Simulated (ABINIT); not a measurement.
# Calculated records

```xyz
2
Lattice="0.000 2.735 2.735 2.735 0.000 2.735 2.735 2.735 0.000" Properties=species:S:1:pos:R:3 pbc="T T T" subject="AgCl (Chlorargyrite): G0W0 with ABINIT, start to end" method="RPA screening on PBE, plane waves, norm-conserving pseudopotentials (and 2 further levels or steps)" program="ABINIT 10.8.3" settings="cutoff 37 Ha, PseudoDojo scalar-relativistic 0.4.1 standard, norm-conserving, ngkpt (4, 4, 4), nband 201, ecuteps 8 Ha, inclvkb 2, shiftk (0, 0, 0), symchi 1, awtr 1, frequency ppm, 4×4×4 k-mesh" cost="5 runs, 2.4 min in all on 4 MPI ranks of Intel Xeon Platinum 8488C (Sapphire Rapids), shared host" notes="The database entry behind the starting cell differs from other determinations of this structure. The cell and positions come from the Crystallography Open Database and are kept as given unless a step says otherwise. Limits: d shell near the gap, gap tends to lie low; no spin-orbit coupling. The 4×4×4 mesh is coarse for this cell, which bears on the long-range parts of exchange and screening." pbe_gap="0.91 eV, indirect" g0w0_gap_on_the_mesh="2.16 eV" gw_settings="4×4×4 mesh, 201 bands, screening to 217.7 eV, Godby-Needs plasmon pole" known_limits="short of the basis limit; d shell near the gap, gap tends to lie low; no spin-orbit coupling; coarse k mesh"
Ag    0.000    0.000    0.000
Cl    2.735    2.735    2.735
```

[Long decimals in the printed logs are rounded to 6 places.]

[Logs are printed without paths, hosts, clocks, repeated set-up lines and the standing remarks that a program may print on its own settings, such as how far it seeks lower states.]

[Paths, hosts, dates, memory and timing lines, banners, echoed tables and standing remarks are left out of the program output; an Ansatz launch command may be rebuilt from the run's recorded settings. Measured values are a selection of at most five: reports struck by readers or far from the other reports are left out. None is set beside runs whose start may be inverted or whose files or cutoffs have a known fault.]

[Runs of the session that timed out or met a known fault of the program may be left out.]

[Hosts, paths, dates, database ids (printed as entryN), source tags and the programs' standing remarks are cut or masked in the printed files.]

[G0W0 gaps are taken among the corrected bands and points alone; a level outside them can change the order at an edge.]

[Where Ansatz stands beside ABINIT at settings called matched, ABINIT's density can come from a denser mesh and the files from another edition; pairs whose starting gaps differed by over 0.03 eV were left out, so agreement reads better than it is.]
